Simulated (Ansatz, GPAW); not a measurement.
# A 8-layer slab of V(100): converging a work function, part 2 of 3

How do cutoff, mesh, smearing and the dipole layer change the work function of a 8-layer slab of V(100)?

GPAW 26.7.0 and Ansatz 0.2.0; Ansatz plane waves; slab in vacuum with a dipole correction, relaxation (the session's first sound run).

So far, upper work function (eV): step 2 (relaxation) 3.73.

## 3. Plane waves, PBE

The work function is the vacuum plateau of the electrostatic potential less the Fermi level; a dipole layer lets the two faces have plateaus of their own.

This step: GPAW, PAW setups; slab in vacuum (GPAW 26.7.0).

Input file run.py:

```python
import json
import numpy as np
from ase import Atoms
from gpaw import GPAW, PW

slab = Atoms(
    ['V', 'V', 'V', 'V', 'V', 'V', 'V', 'V'],
    positions=[
        [1.51000, 1.51000, 9.00000],
        [0.00000, 0.00000, 10.51000],
        [1.51000, 1.51000, 12.02000],
        [0.00000, 0.00000, 13.53000],
        [1.51000, 1.51000, 14.98138],
        [-0.00000, 0.00000, 16.49943],
        [1.51000, 1.51000, 17.99830],
        [0.00000, 0.00000, 19.28473]],
    cell=[[3.02, 0.0, 0.0], [0.0, 3.02, 0.0], [0.0, 0.0, 28.57]],
    pbc=[True, True, False])

slab.calc = GPAW(mode=PW(400), xc='PBE', kpts={'size': (10, 10, 1), 'gamma': True},
                 occupations={'name': 'fermi-dirac', 'width': 0.1}, nbands='140%',
                 convergence={'density': 1e-05}, maxiter=200,
                 poissonsolver={'dipolelayer': 'xy'},
                 symmetry={'tolerance': 1e-3}, txt='slab.txt')
result = {}
energy = slab.get_potential_energy()
fermi = slab.calc.get_fermi_level()
v = slab.calc.get_electrostatic_potential().mean((0, 1)) - fermi
n = slab.calc.get_pseudo_density().mean((0, 1))
L = slab.cell[2, 2]
z = np.arange(len(v)) * L / len(v)
low, high = slab.positions[:, 2].min(), slab.positions[:, 2].max()
below, above = np.interp([low - 6.8, high + 6.8], z, v)
slopes = [np.interp(x, z, np.gradient(v, z)) for x in (low - 6.8, high + 6.8)]
eps = np.array([[slab.calc.get_eigenvalues(k, s) for k in range(len(slab.calc.get_ibz_k_points()))]
                for s in range(slab.calc.get_number_of_spins())]) - fermi
top, bottom = eps[eps < 0].max(), eps[eps > 0].min()
dipole = slab.get_dipole_moment()[2]
print(f'energy {energy:.4f} eV, Fermi level {fermi:.4f} eV, dipole {dipole:.5f} e A')
print(f'potential 6.8 A off the faces, from the Fermi level: lower {below:.4f} eV, upper {above:.4f} eV')
print(f'slope of the potential there: lower {slopes[0]:.5f}, upper {slopes[1]:.5f} eV/A')
print(f'nearest levels on the mesh: {top:.4f} and {bottom:.4f} eV')
print('magnetic moment', round(slab.get_magnetic_moment(), 3))
result.update(energy=energy, fermi=fermi, dipole=dipole, below=below, above=above, slopes=slopes, edges=[top, bottom],
              z=z.tolist(), v=v.tolist(), n=n.tolist(), positions=slab.positions.tolist(),
              forces=slab.get_forces(apply_constraint=False).tolist(), moments=slab.get_magnetic_moments().tolist())
json.dump(result, open('result.json', 'w'))
```

Launch:

```bash
$ OMP_NUM_THREADS=1 OPENBLAS_NUM_THREADS=1 python run.py
```

What it wrote:

```text
energy -65.0984 eV, Fermi level 1.8837 eV, dipole 0.00646 e A
potential 6.8 A off the faces, from the Fermi level: lower 3.8530 eV, upper 3.7243 eV
slope of the potential there: lower -0.00003, upper -0.00000 eV/A
nearest levels on the mesh: -0.0000 and 0.0024 eV
magnetic moment 0.0
```

Wall time 3.5 min (1 thread of AMD EPYC 9R14 (Zen 4), shared host); peak memory 0.32 GiB.

This step gave:

```
dipole along the normal                    : 0.006463 e·Å
levels nearest the Fermi level on the mesh : -5.78e-6, 0.002442 eV from the Fermi level
upper work function                        : 3.724 eV
```

The electrostatic potential energy of an electron (without an applied field's), less the Fermi level, planar mean oscillates, so the rows of the table below give means over windows of 1.48 Å about each position, cut where the curve ends. Its maxima inside the range that stand out by 2 % of the span (Å: eV): 9.7: -5.54, 11.2: -5.59, 12.8: -5.50, 14.3: -6.23, 15.8: -5.42, 17.2: -5.67, 18.6: -8.72. Its minima: 9.0: -13.6, 10.5: -13.3, 12.1: -13.3, 13.5: -13.4, 15.0: -13.3, 16.5: -13.5, 18.0: -13.7, 19.3: -14.0.

Electrostatic potential energy of an electron (without an applied field's), less the Fermi level, planar mean against z; means over each step:

| z (Å) | electrostatic potential energy of an electron (without an applied field's), less the Fermi level, planar mean (eV) |
| --- | --- |
| 0.74 | 3.84 |
| 2.22 | 3.85 |
| 3.70 | 3.85 |
| 5.18 | 3.84 |
| 6.66 | 3.51 |
| 8.14 | -2.67 |
| 9.62 | -9.31 |
| 11.10 | -9.24 |
| 12.58 | -9.22 |
| 14.06 | -9.72 |
| 15.54 | -9.15 |
| 17.02 | -9.39 |
| 18.50 | -11.5 |
| 19.98 | -4.40 |
| 21.46 | 3.29 |
| 22.94 | 3.71 |
| 24.42 | 3.72 |
| 25.90 | 3.72 |
| 27.38 | 3.72 |

The pseudo valence density, planar mean oscillates, so the rows of the table below give means over windows of 1.48 Å about each position, cut where the curve ends. Its maxima inside the range that stand out by 2 % of the span (Å: e/Å³): 9.1: 1.58, 10.6: 1.65, 12.1: 1.68, 13.5: 1.71, 15.0: 1.69, 16.5: 1.70, 18.0: 1.73, 19.3: 1.70. Its minima: 9.7: 0.398, 11.2: 0.396, 12.7: 0.404, 14.2: 0.443, 15.7: 0.402, 17.1: 0.425, 18.6: 0.564.

Pseudo valence density, planar mean against z; means over each step:

z (Å), pseudo valence density, planar mean (e/Å³) and a bar:
```
     3.70       0.00 
     5.18       0.00 
     6.66       0.01 
     8.14       0.35 #########
     9.62       0.93 ########################
    11.10       0.93 #########################
    12.58       0.94 #########################
    14.06       0.99 ##########################
    15.54       0.93 #########################
    17.02       0.95 #########################
    18.50       1.14 ##############################
    19.98       0.53 ##############
    21.46       0.01 
    22.94       0.00 
    24.42       0.00
```

Force by atom:

| atom | x (eV/Å) | y (eV/Å) | z (eV/Å) | size |
| --- | --- | --- | --- | --- |
| V1 | 0.00 | 0.00 | 1.10 | 1.10 |
| V2 | 0.00 | 0.00 | -0.80 | 0.80 |
| V3 | 0.00 | 0.00 | -0.39 | 0.39 |
| V4 | 0.00 | 0.00 | 0.00 | 0.00 |
| V5 | 0.00 | 0.00 | 0.01 | 0.01 |
| V6 | 0.00 | 0.00 | -0.01 | 0.01 |
| V7 | 0.00 | 0.00 | -0.02 | 0.02 |
| V8 | 0.00 | 0.00 | 0.12 | 0.12 |

The potential is flat to 3.2e-5 eV/Å where it is read, so the vacuum is wide enough. The geometry is the other program's minimum; here the largest force on a free atom is 0.12 eV/Å.

## 4. Cutoff 200

The cutoff limits how sharply the smooth valence waves can vary, which tells mostly near the atoms.

run.py, as its differences from that of step 3:

```diff
@@ -19,3 +19,3 @@
 
-slab.calc = GPAW(mode=PW(400), xc='PBE', kpts={'size': (10, 10, 1), 'gamma': True},
+slab.calc = GPAW(mode=PW(200), xc='PBE', kpts={'size': (10, 10, 1), 'gamma': True},
                  occupations={'name': 'fermi-dirac', 'width': 0.1}, nbands='140%',
```

What it wrote:

```text
energy -61.1675 eV, Fermi level 1.8923 eV, dipole 0.00582 e A
potential 6.8 A off the faces, from the Fermi level: lower 3.8851 eV, upper 3.7481 eV
slope of the potential there: lower -0.00255, upper 0.00098 eV/A
nearest levels on the mesh: -0.0003 and 0.0026 eV
magnetic moment 0.0
```

Wall time 99 s (1 thread); peak memory 0.19 GiB.

The run finished. A setting was moved off its sound value on purpose, so it serves as a test and not as the result.

The fault put into the input: a cutoff under that of the base run: the energy of the cell lies 3.9 eV from the base value (ecut = 200).

Side by side:

```
                     quantity   this run  sound run  difference
dipole along the normal (e·Å)  0.0058196  0.0064633     -6.4e-4
     upper work function (eV)     3.7481     3.7243      0.0238
     lower work function (eV)     3.8851     3.8530      0.0321
```

One result that differs is the lower work function, 3.89 eV against 3.85 eV.

## 5. Cutoff 300

The cutoff limits how sharply the smooth valence waves can vary, which tells mostly near the atoms.

run.py, as its differences from that of step 4:

```diff
@@ -19,3 +19,3 @@
 
-slab.calc = GPAW(mode=PW(200), xc='PBE', kpts={'size': (10, 10, 1), 'gamma': True},
+slab.calc = GPAW(mode=PW(300), xc='PBE', kpts={'size': (10, 10, 1), 'gamma': True},
                  occupations={'name': 'fermi-dirac', 'width': 0.1}, nbands='140%',
```

What it wrote:

```text
energy -64.4750 eV, Fermi level 1.8855 eV, dipole 0.00667 e A
potential 6.8 A off the faces, from the Fermi level: lower 3.8575 eV, upper 3.7300 eV
slope of the potential there: lower 0.00013, upper 0.00022 eV/A
nearest levels on the mesh: -0.0141 and 0.0007 eV
magnetic moment 0.0
```

Elapsed: 2.6 min, on 1 thread; peak memory 0.26 GiB.

The run finished. A setting was moved off its sound value on purpose, so it serves as a test and not as the result.

The fault put into the input: a cutoff under that of the base run: the energy of the cell lies 0.62 eV from the base value (ecut = 300).

The two runs compared:

```
                     quantity   this run  sound run  difference
dipole along the normal (e·Å)  0.0066715  0.0064633      2.1e-4
     upper work function (eV)     3.7300     3.7243     0.00577
     lower work function (eV)     3.8575     3.8530     0.00457
```

## 6. Cutoff 700: ecut = 700

The cutoff limits how sharply the smooth valence waves can vary, which tells mostly near the atoms.

run.py, as its differences from that of step 5:

```diff
@@ -19,3 +19,3 @@
 
-slab.calc = GPAW(mode=PW(300), xc='PBE', kpts={'size': (10, 10, 1), 'gamma': True},
+slab.calc = GPAW(mode=PW(700), xc='PBE', kpts={'size': (10, 10, 1), 'gamma': True},
                  occupations={'name': 'fermi-dirac', 'width': 0.1}, nbands='140%',
```

What it wrote:

```text
energy -65.2337 eV, Fermi level 1.8833 eV, dipole 0.00646 e A
potential 6.8 A off the faces, from the Fermi level: lower 3.8514 eV, upper 3.7232 eV
slope of the potential there: lower 0.00001, upper -0.00002 eV/A
nearest levels on the mesh: -0.0142 and 0.0009 eV
magnetic moment 0.0
```

Elapsed: 11 min, on 1 thread; peak memory 0.61 GiB.

This step gave:

| Property | Result |
| --- | --- |
| dipole along the normal | 0.006462 e·Å |
| levels nearest the Fermi level on the mesh | -0.01423, 8.99e-4 eV from the Fermi level |
| upper work function | 3.723 eV |
| lower work function | 3.851 eV |

The electrostatic potential energy of an electron (without an applied field's), less the Fermi level, planar mean oscillates, so the rows of the table below give means over windows of 1.47 Å about each position, cut where the curve ends. Its maxima inside the range that stand out by 2 % of the span (Å: eV): 9.8: -5.53, 11.3: -5.52, 12.7: -5.53, 14.3: -6.22, 15.8: -5.40, 17.2: -5.69, 18.6: -8.73. Its minima: 9.0: -13.6, 10.4: -13.2, 12.0: -13.4, 13.6: -13.4, 14.9: -13.3, 16.5: -13.5, 18.0: -13.7, 19.3: -14.0.

The electrostatic potential energy of an electron (without an applied field's), less the Fermi level, planar mean by z; means over each step:

z (Å), electrostatic potential energy of an electron (without an applied field's), less the Fermi level, planar mean (eV) and a bar from the least value:
```
     0.73        3.8 ##############################
     2.21        3.9 ##############################
     3.68        3.9 ##############################
     5.15        3.8 ##############################
     6.62        3.5 #############################
     8.09       -2.1 ##################
     9.55       -9.3 ####
    11.03       -9.2 ####
    12.50       -9.2 ####
    13.97       -9.7 ###
    15.44       -9.2 ####
    16.91       -9.4 ####
    18.38      -11.2 
    19.85       -5.8 ###########
    21.32        3.1 #############################
    22.79        3.7 ##############################
    24.26        3.7 ##############################
    25.73        3.7 ##############################
    27.20        3.7 ##############################
```

The pseudo valence density, planar mean oscillates, so the rows of the table below give means over windows of 1.47 Å about each position, cut where the curve ends. Its maxima inside the range that stand out by 2 % of the span (Å: e/Å³): 9.0: 1.67, 10.4: 1.66, 12.1: 1.66, 13.6: 1.70, 15.0: 1.69, 16.5: 1.70, 18.0: 1.71, 19.3: 1.70. Its minima: 9.8: 0.403, 11.3: 0.389, 12.7: 0.393, 14.2: 0.433, 15.7: 0.397, 17.3: 0.407, 18.6: 0.567.

Pseudo valence density, planar mean against z; means over each step:

| z (Å) | pseudo valence density, planar mean (e/Å³) |
| --- | --- |
| 3.68 | 1.6e-5 |
| 5.15 | 3.5e-4 |
| 6.62 | 0.00731 |
| 8.09 | 0.292 |
| 9.55 | 0.927 |
| 11.03 | 0.935 |
| 12.50 | 0.939 |
| 13.97 | 0.981 |
| 15.44 | 0.939 |
| 16.91 | 0.951 |
| 18.38 | 1.10 |
| 19.85 | 0.668 |
| 21.32 | 0.0141 |
| 22.79 | 6.4e-4 |
| 24.26 | 2.8e-5 |

Force by atom:

```csv
atom,x (eV/Å),y (eV/Å),z (eV/Å),size
V1,0.00,0.00,1.10,1.10
V2,0.00,0.00,-0.80,0.80
V3,0.00,0.00,-0.39,0.39
V4,0.00,0.00,0.00,0.00
V5,0.00,0.00,0.01,0.01
V6,0.00,0.00,-0.01,0.01
V7,0.00,0.00,-0.03,0.03
V8,0.00,0.00,0.12,0.12
```

The upper face's work function is 3.723 eV, against 3.724 eV in the first plane-wave PBE run at this geometry.

## 7. K mesh 3×3

The mesh in the plane samples the bands: a metal's Fermi level needs it dense, and band edges must lie on it.

run.py, as its differences from that of step 6:

```diff
@@ -19,3 +19,3 @@
 
-slab.calc = GPAW(mode=PW(700), xc='PBE', kpts={'size': (10, 10, 1), 'gamma': True},
+slab.calc = GPAW(mode=PW(400), xc='PBE', kpts={'size': (3, 3, 1), 'gamma': True},
                  occupations={'name': 'fermi-dirac', 'width': 0.1}, nbands='140%',
```

What it wrote:

```text
energy -65.0256 eV, Fermi level 1.8312 eV, dipole 0.00677 e A
potential 6.8 A off the faces, from the Fermi level: lower 3.9415 eV, upper 3.8067 eV
slope of the potential there: lower -0.00003, upper -0.00001 eV/A
nearest levels on the mesh: -0.0762 and 0.0064 eV
magnetic moment 0.0
```

It took 39 s on 1 thread; peak memory 0.22 GiB.

The run finished with changed settings (kpts = [3, 3]); it serves as a test.

The two runs compared:

```csv
quantity,this run,sound run,difference
dipole along the normal (e·Å),0.0067708,0.0064633,3.1e-4
upper work function (eV),3.8067,3.7243,0.0825
lower work function (eV),3.9415,3.8530,0.0886
```

The two runs differ clearly in the lower work function: 3.94 eV against 3.85 eV.

## 8. K mesh 6×6

The mesh in the plane samples the bands: a metal's Fermi level needs it dense, and band edges must lie on it.

run.py, as its differences from that of step 7:

```diff
@@ -19,3 +19,3 @@
 
-slab.calc = GPAW(mode=PW(400), xc='PBE', kpts={'size': (3, 3, 1), 'gamma': True},
+slab.calc = GPAW(mode=PW(400), xc='PBE', kpts={'size': (6, 6, 1), 'gamma': True},
                  occupations={'name': 'fermi-dirac', 'width': 0.1}, nbands='140%',
```

What it wrote:

```text
energy -65.0753 eV, Fermi level 1.8695 eV, dipole 0.00571 e A
potential 6.8 A off the faces, from the Fermi level: lower 3.8563 eV, upper 3.7426 eV
slope of the potential there: lower -0.00003, upper -0.00001 eV/A
nearest levels on the mesh: -0.0166 and 0.0155 eV
magnetic moment 0.0
```

Elapsed: 1.7 min, on 1 thread; peak memory 0.27 GiB.

The run finished with changed settings (kpts = [6, 6]); it serves as a test.

Side by side:

| quantity | this run | sound run | difference |
| --- | --- | --- | --- |
| dipole along the normal (e·Å) | 0.0057071 | 0.0064633 | -7.6e-4 |
| upper work function (eV) | 3.7426 | 3.7243 | 0.0183 |
| lower work function (eV) | 3.8563 | 3.8530 | 0.00331 |

## 9. K mesh 15×15: kpts = [15, 15]

The mesh in the plane samples the bands: a metal's Fermi level needs it dense, and band edges must lie on it.

run.py, as its differences from that of step 8:

```diff
@@ -19,3 +19,3 @@
 
-slab.calc = GPAW(mode=PW(400), xc='PBE', kpts={'size': (6, 6, 1), 'gamma': True},
+slab.calc = GPAW(mode=PW(400), xc='PBE', kpts={'size': (15, 15, 1), 'gamma': True},
                  occupations={'name': 'fermi-dirac', 'width': 0.1}, nbands='140%',
```

What it wrote:

```text
energy -65.0943 eV, Fermi level 1.8831 eV, dipole 0.00647 e A
potential 6.8 A off the faces, from the Fermi level: lower 3.8533 eV, upper 3.7244 eV
slope of the potential there: lower -0.00003, upper -0.00000 eV/A
nearest levels on the mesh: -0.0065 and 0.0006 eV
magnetic moment 0.0
```

Elapsed: 6.2 min, on 1 thread; peak memory 0.43 GiB.

This step gave:

| Quantity | Value |
| --- | --- |
| dipole along the normal | 0.006473 e·Å |
| levels nearest the Fermi level on the mesh | -0.006539, 5.56e-4 eV from the Fermi level |
| upper work function | 3.724 eV |
| lower work function | 3.853 eV |

The upper face's work function is 3.724 eV, against 3.724 eV in the first plane-wave PBE run at this geometry.

(Continued in part 3 of 3.)

[Logs are printed without paths, hosts, clocks, repeated set-up lines and the standing remarks that a program may print on its own settings, such as how far it seeks lower states.]

[Hosts, paths, dates, database ids (printed as entryN), source tags and the programs' standing remarks are cut or masked in the printed files.]
